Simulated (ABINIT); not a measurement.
An input for ABINIT 10.8.3 (Bi2S2O (P4/nmm)):

```
acell 3*1.0 Angstrom
rprim 
  3.954101390000 0.000000000000 0.000000000000
  0.000000000000 3.954101390000 0.000000000000
  0.000000000000 0.000000000000 14.050579580000
ntypat 3
znucl 83 16 8
natom 10
typat 1 1 1 1 2 2 2 2 3 3
xred 
  0.000000000000 0.500000000000 0.866495830000
  0.500000000000 0.000000000000 0.133504170000
  0.500000000000 0.000000000000 0.589093140000
  0.000000000000 0.500000000000 0.410906860000
  0.500000000000 0.000000000000 0.894313410000
  0.000000000000 0.500000000000 0.105686590000
  0.000000000000 0.500000000000 0.687487520000
  0.500000000000 0.000000000000 0.312512480000
  0.000000000000 0.000000000000 0.500000000000
  0.500000000000 0.500000000000 0.500000000000
pp_dirpath "pseudos"
pseudos "Bi.upf, S.upf, O.upf"
ecut 42
ngkpt 6 6 2
nshiftk 1
shiftk 0.11 0.21 0.31
kptopt 3
chksymbreak 0
iscf -2
irdden 1
istwfk *1
nband 90
nbdbuf 8
tolwfr 1e-09
nstep 60
prtvol 0
indata_prefix "in"
outdata_prefix "out"
tmpdata_prefix "tmp"
```

```sh
OMP_NUM_THREADS=1 mpirun -n 4 abinit run.abi > log
```

Q: How long will it take on 4 MPI ranks of Arm Neoverse V2, shared host, and how much memory?

It took 14 min; on shared hardware allow 7 min to 28 min. Peak host memory was 2.4 GiB.

[Paths, hosts, dates, memory and timing lines, banners, echoed tables and standing remarks are left out of the program output.]

[Logs are printed without paths, hosts, clocks, repeated set-up lines and the standing remarks that a program may print on its own settings, such as how far it seeks lower states.]

[Runs of the session that timed out or met a known fault of the program may be left out.]

[Hosts, paths, dates, database ids (printed as entryN), source tags and the programs' standing remarks are cut or masked in the printed files.]

[G0W0 gaps are taken among the corrected bands and points alone; a level outside them can change the order at an edge.]

[Where Ansatz stands beside ABINIT at settings called matched, ABINIT's density can come from a denser mesh and the files from another edition; pairs whose starting gaps differed by over 0.03 eV were left out, so agreement reads better than it is.]
